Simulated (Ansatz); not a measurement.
# Where Cu_i (void) puts its levels in the gap of SnO2 (P4_2/mnm)

Charge states of Cu_i (void) in SnO2 (P4_2/mnm), set against the band edges. Model: a cell of 72 host atoms with 1 Cu put in.

Program: Ansatz 0.2.0. Level of theory: place-levels on r2SCAN runs: charge-transition levels and formation energies with image-charge correction and potential alignment at the atomic sites; PAW set soft_1. Results are calculated unless marked as measured.

The experiments to compare with:

For SnO2, rutile (undoped SnO2, value from earlier experiment), “Tunable Transparent Conductors Based on SnO2: Theoretical and Experimental Studies of Codoping” (2024, pmc:11656248) quotes earlier work: band gap (band gap of undoped SnO2, quoted experimental value) about 3.6 eV [Literature value quoted in passing in the theory part as a benchmark; sample form …].

Most raw output is cut from this account.

### 1. Starting point

The cell holds 73 atoms: 24 Sn, 48 O and 1 Cu. Its edges and angles: a = 9.516 Å, b = 9.516 Å, c = 9.602 Å, α = 90.0°, β = 90.0°, γ = 90.0°. It derives from SnO2 (space group P4_2/mnm). Nearest the centre at fractional (0.000, 0.250, 0.750): Cu73 at 0.00 Å, O17 at 1.90 Å, O15 at 1.90 Å, O54 at 1.90 Å, O52 at 1.90 Å, Sn32 at 2.51 Å, Sn14 at 2.51 Å, Sn49 at 2.51 Å.

As a file:

Known beforehand: the electronic dielectric constant, (4.60, 4.60, 4.91), and the static one, (13.48, 13.48, 10.42), from a response run on this crystal (DFPT, PBEsol) at that run's own cell.

The cell's shortest repeat is 9.5 Å.

### 2. What was run first

A transition level is the Fermi level at which two charge states cost the same, so each charge needs its own total energy, at its own relaxed structure.

Each atom starts 0.05 Å or so off its site in a random direction: a symmetric start keeps its symmetry, and would miss off-centre moves and Jahn–Teller distortions. Forces are taken at one point at (¼, ¼, ¼). The cell holds 1 electron fewer than the neutral one, with a uniform background that keeps it neutral on the whole.

The sampling was tested on the host first: at the k-points planned (1x1x1 shifted 0.25 0.25 0.25) its energy lies 0.000 eV an atom from the dense-mesh value, under the bound of 0.02 eV set for this test; that bounds the host's error, not the defect's.

One of the inputs; charge, spin and start change from state to state.

Contents of qp1.relax/input.yaml:

```yaml
crystal:
  lattice:
    - [4.75775154, 0.0, 0.0]
    - [0.0, 4.75775154, 0.0]
    - [0.0, 0.0, 3.20068146]
  atoms:
    - { symbol: Sn, position: [0.5, 0.5, 0.5] }
    - { symbol: Sn, position: [0.0, 0.0, 0.0] }
    - { symbol: O, position: [0.19405723, 0.80594277, 0.5] }
    - { symbol: O, position: [0.80594277, 0.19405723, 0.5] }
    - { symbol: O, position: [0.30594277, 0.30594277, 0.0] }
    - { symbol: O, position: [0.69405723, 0.69405723, 0.0] }
  supercell: [2, 2, 3]
  defects: [{ interstitial: { symbol: Cu, position: [0.0, 0.25, 0.75] } }]
total_charge: 1
basis:
  ecutwfc: 500
  xc_grid: 2
hamiltonian:
  xc: r2scan
  pseudopotentials: { kind: paw, azcp: { folder: soft_1 } }
kpoints:
  mp_grid: { grid: [1, 1, 1], shift: [0.25, 0.25, 0.25] }
scf:
  occupations: { method: fixed }
  max_iter: 60
output:
  forces: true
  charged_corrections: { epsilon: [4.6, 4.6, 4.91], static_epsilon: [13.48, 13.48, 10.42] }
relax:
  f_tol: 0.02
  max_steps: 80
  random_displacement: { amplitude: 0.05, seed: 9220 }
checkpoint:
  write: "../qp1.relax.run"
  compress: false
  write_wavefunctions: true
  write_every: 100000
```

Launch:

```
$ ansatz run input.yaml --threads 4 --pin off --max-ram 15073MiB --backend cpu --events-out ev --progress --plain --runs-dir out
```

The relaxed structure is kept and the sampling changed to a 2×2×2 shifted mesh.

The run of this state that the levels use, under r2SCAN:

Contents of qp1.point/input.yaml:

```yaml
crystal:
  checkpoint: "../qp1.relax.run"
  host: checkpoint
total_charge: 1
basis:
  ecutwfc: 500
  xc_grid: 2
hamiltonian:
  xc: r2scan
  pseudopotentials: { kind: paw, azcp: { folder: soft_1 } }
kpoints:
  mp_grid: { grid: [2, 2, 2], shift: [0.5, 0.5, 0.5] }
scf:
  occupations: { method: fermi_dirac, width: 0.01 }
  max_iter: 60
output:
  forces: true
  eigenvalues: true
  charged_corrections:
    epsilon: [4.6, 4.6, 4.91]
    static_epsilon: [13.48, 13.48, 10.42]
    defect_position: [0.0, 0.25, 0.75]
  eigenstates: { localisation: true }
  populations: true
  band_densities: [{ bands: [v1, v1] }, { bands: [c1, c1] }]
  write_density: true
  write_potential: true
  volumetric_format: npy
checkpoint:
  read: "../qp1.relax.run"
  write: "../qp1.point.run"
  compress: false
  write_wavefunctions: false
  write_every: 100000
```

Relaxations under r2SCAN at one point at (¼, ¼, ¼); times on 4 threads of Arm Neoverse V1, shared host:

```tsv
charge	moment (μB)	occupations	outcome	steps	largest displacement against the far atoms (Å)	time
0	1	fixed	converged	6	0.14	8.4 min
+1	0	fixed	converged	11	0.56	6.6 min
+2	1	fixed	converged	7	0.80	11 min
```

Single points under r2SCAN at a 2×2×2 shifted mesh; times on 4 threads of Arm Neoverse V1, shared host:

```tsv
charge	moment (μB)	occupations	outcome	time
0	1	fermi-dirac	converged	9 min
+1	0	fermi-dirac	converged	3.8 min
+2	1	fermi-dirac	converged	7.1 min
```

Distances (Å) from Cu73 to the nearest atoms after relaxation with r2SCAN:

```tsv
charge	moment (μB)	1.	2.	3.	4.	5.	6.
0	1	O 2.00	O 2.00	O 2.02	O 2.02	Sn 2.64	Sn 2.65
+1	0	O 1.88	O 1.88	O 2.22	O 2.23	O 2.53	O 2.53
+2	1	O 1.85	O 1.85	O 2.21	O 2.21	O 2.22	O 2.22
```

### 3. Placing the levels, r2SCAN

A charged cell interacts with its images and the background, and its potential has another zero than the host's. place-levels removes the first by a point-charge model, screened by the static dielectric constant since the ions have relaxed around the charge, and the second by comparing potentials at atoms far from the defect.

The host is a run of the defect-free crystal in the same cutoffs, grids and k-points, so that basis and sampling errors cancel in part in the differences. The host is run in a cell of 6 atoms on a matching mesh. Its band edges are searched through the zone by a band path, so the gap is smaller than, or equal to, that on the mesh. Chemical potentials are energies per atom of Cu (fcc), run with the same functional and cutoff.

Contents of levels.point.yaml:

```yaml
host:
  run: host.point.run
states: [q0_M1.point.run, qp1.point.run, qp2_M1.point.run]
geometry_from:
  q0_M1.point.run: q0_M1.relax.run
  qp1.point.run: qp1.relax.run
  qp2_M1.point.run: qp2_M1.relax.run
  host.point.run: host.relax.run
chemical_potentials:
  Cu:
    energy: -6631.253193
    dataset: "<sha256 of the dataset>"
epsilon: [4.6, 4.6, 4.91]
static_epsilon: [13.48, 13.48, 10.42]
vertical:
  - { from: qp1.point.run, to: qp1.point_neutral.run }
  - { from: qp2_M1.point.run, to: qp2_M1.point_neutral.run }
```

Launch:

```
$ ansatz place-levels levels.point.yaml -- --threads 4 --pin off --max-ram 15073MiB
```

It took 0.39 s on 4 threads of Arm Neoverse V1, shared host.

Levels between the charges placed, in eV above the valence top:

```tsv
	gap (eV)	(+2/+1)	(+1/0)
r2SCAN	1.80	1.40	1.86
```

Corrections by state:

```tsv
charge	moment (μB)	image terms and alignment (eV)	band filling (eV)	ε used	over the lowest of its charge, as the program ranks them, band filling apart (eV)
+2	1.0	1.209	-	principal values (10.42, 13.48, 13.48)	0.000
+1	0.0	0.451	-	principal values (10.42, 13.48, 13.48)	0.000
0	1.0	0.000	-0.785	-	0.000
```

The charged structures listed were also run neutral, and place-levels reads from each pair, by the potential or the spins, how wide the charge is by which they differ; that can be the carrier of either run.

```tsv
charge	rms radius (Å)	spread where it is widest against the cell (Å)	wide from (Å)	reading
+2	4.2	2.50	1.66	wide
+1	6.2	3.59	1.65	wide
```

The neutral runs of these pairs need not share the spin of the lowest neutral state, and very wide values only mean spread over the cell.

From the program's caveats on the states, each cut to its opening words:

- charge +2 (1 μB): it parts from the run at its places by a charge that spreads by about 2.5 Å along one vector (1.7 Å or more is wide), by its potential at epsilon [4.6, 4.6, [...]
- charge +2 (1 μB): its displacements don't fall off away from the defect: farther atoms stand 0.042 Å off the host's places
- charge +2 (1 μB), 0 (1 μB): flagged: stability check not made
- charge +1: it parts from the run at its places by a charge that spreads by about 3.6 Å along one vector (1.6 Å or more is wide), by its potential at epsilon [4.6, 4.6, [...]
- charge +1: its displacements don't fall off away from the defect: farther atoms stand 0.026 Å off the host's places
- charge 0 (1 μB): a band-filling correction moves a carrier to the host's band edge, which changes its energy by -0.785 eV
- charge 0 (1 μB): its displacements don't fall off away from the defect: farther atoms stand 0.024 Å off the host's places

The host's formation energy from the elements is -1.867 eV per atom; it sets how far the chemical potentials can move.

Limit set by the element alone; other compounds of these elements are not counted. Chemical potentials from the elements' reference states: O 0.00 eV, Sn -5.60 eV, Cu 0.00 eV. Formation energy by charge state (O-rich; gap 1.80 eV):

```tsv
charge	at valence top (eV)	at conduction bottom (eV)	correction included (eV)
+2	-0.63	2.96	1.21
+1	0.77	2.57	0.45
0	2.63	2.63	-0.78
```

```
Fermi level (eV)  lowest formation energy (eV)
            0.00                         -0.63
            0.16                         -0.30
            0.33                          0.02
            0.49                          0.35
            0.65                          0.67
            0.82                          1.00
            0.98                          1.33
            1.14                          1.66
            1.31                          1.98
            1.47                          2.24
            1.63                          2.40
            1.80                          2.57
```

Limit set by the element alone; other compounds of these elements are not counted. Chemical potentials from the elements' reference states: Sn 0.00 eV, O -2.80 eV, Cu 0.00 eV. Formation energy by charge state (Sn-rich; gap 1.80 eV):

```tsv
charge	at valence top (eV)	at conduction bottom (eV)	correction included (eV)
+2	-0.63	2.96	1.21
+1	0.77	2.57	0.45
0	2.63	2.63	-0.78
```

```json
{"Fermi level (eV)": "0.00", "lowest formation energy (eV)": "-0.63"}
{"Fermi level (eV)": "0.16", "lowest formation energy (eV)": "-0.30"}
{"Fermi level (eV)": "0.33", "lowest formation energy (eV)": "0.02"}
{"Fermi level (eV)": "0.49", "lowest formation energy (eV)": "0.35"}
{"Fermi level (eV)": "0.65", "lowest formation energy (eV)": "0.67"}
{"Fermi level (eV)": "0.82", "lowest formation energy (eV)": "1.00"}
{"Fermi level (eV)": "0.98", "lowest formation energy (eV)": "1.33"}
{"Fermi level (eV)": "1.14", "lowest formation energy (eV)": "1.66"}
{"Fermi level (eV)": "1.31", "lowest formation energy (eV)": "1.98"}
{"Fermi level (eV)": "1.47", "lowest formation energy (eV)": "2.24"}
{"Fermi level (eV)": "1.63", "lowest formation energy (eV)": "2.40"}
{"Fermi level (eV)": "1.80", "lowest formation energy (eV)": "2.57"}
```

### 4. Effect of the sampling

The relaxations' own energies give the levels at their sampling, for comparison.

Contents of levels.relax_mesh.yaml:

```yaml
host:
  run: host.relax.run
states: [q0_M1.relax.run, qp1.relax.run, qp2_M1.relax.run]
chemical_potentials:
  Cu:
    energy: -6631.253193
    dataset: "<sha256 of the dataset>"
```

Launch:

```
$ ansatz place-levels levels.relax_mesh.yaml -- --threads 4 --pin off --max-ram 15073MiB
```

Wall time 0.13 s (4 threads).

Levels between neighbouring charges, in eV above the valence top:

```tsv
	gap (eV)	(+2/+1)	(+1/0)
one point at (¼, ¼, ¼)	1.80	1.39	1.87
a 2×2×2 shifted mesh	1.80	1.40	1.86
```

Going from one point at (¼, ¼, ¼) to a 2×2×2 shifted mesh moves the levels that carry no band-filling term by up to 0.01 eV and formation energies against the elements by up to 0.01 eV; band-filling terms, which differ between samplings, are in these energies.

### 5. Results

| Property | Result |
| --- | --- |
| gap of the host | 1.80 eV (r2SCAN) |
| level (plus 2/plus 1) | 1.40 eV above the valence top |
| level (plus 1/0) | 1.86 eV above the valence top, past the conduction bottom (2.64 eV above the valence top without the band-filling term) |
| lowest of the charges placed, just above the valence top (0.02 eV) | +2 |
| lowest of the charges placed, just below the conduction bottom (0.02 eV) | +1 |
| lowest formation energy at mid-gap of the charges run, O-rich | 1.17 eV |
| lowest formation energy at mid-gap of the charges run, Sn-rich | 1.17 eV |

What this shows: Of the charges placed (0, +1 and +2), the lowest changes at 1.40 eV (+2/+1) above the valence top, in a gap of 1.80 eV. (+2/+1) lies nearer to a band edge than the share of the finite-size correction in it (0.76 eV), and that correction holds for a localised charge alone. Charges above +2 and below 0 were not placed, so these runs say nothing of levels that involve them. States placed: +2 at 1 μB; +1 at 0 μB; 0 at 1 μB. Other spin states or structures, where not listed, weren't placed. The program finds carriers beyond a band edge of the host and adds a band-filling term at charge 0 (-0.78 eV); steps to such a charge show no bound level, and a defect level inside a band would be read the same way. Cu is taken at its element; compounds, which aren't counted here, bound the chemical potentials and would shift these formation energies. Going from one point at (¼, ¼, ¼) to a 2×2×2 shifted mesh moves the levels that carry no band-filling term by up to 0.01 eV and formation energies against the elements by up to 0.01 eV; band-filling terms, which differ between samplings, are in these energies. What this leaves open: r2SCAN makes the gap too small and tends to spread out bound carriers; where a gas molecule sets a chemical potential or the host's formation energy, its binding is uncorrected; spin–orbit coupling, which can matter with heavy atoms, is left out.

Computed beside measured:

| quantity | measured | r2SCAN |
| --- | --- | --- |
| band gap (least gap of the host) (eV) | 3.6 | 1.80 (-1.80 eV) |

Measured values from pmc:11656248 (2024).

How well it matches: The band gap is off by -1.80 eV. Local and semilocal functionals usually give gaps below the measured ones. Spin-orbit coupling, left out here, can change the gap with such heavy elements. Zero-point and thermal motion shift the measured gap.

[Logs are printed without paths, hosts, clocks, repeated set-up lines and the standing remarks that a program may print on its own settings, such as how far it seeks lower states.]

[Hosts, paths, dates, database ids (printed as entryN), source tags and the programs' standing remarks are cut or masked in the printed files.]

[Where a table of states has a column of steps, it counts the stored structures, which are thinned; the runs took as many ionic steps or more.]

[A defect's name tells the site on which it was built; relaxed atoms can leave that site.]

[For some hosts the program warned that the k-mesh of the response run may be too coarse for force constants and the static dielectric constant; such warnings are not shown here.]
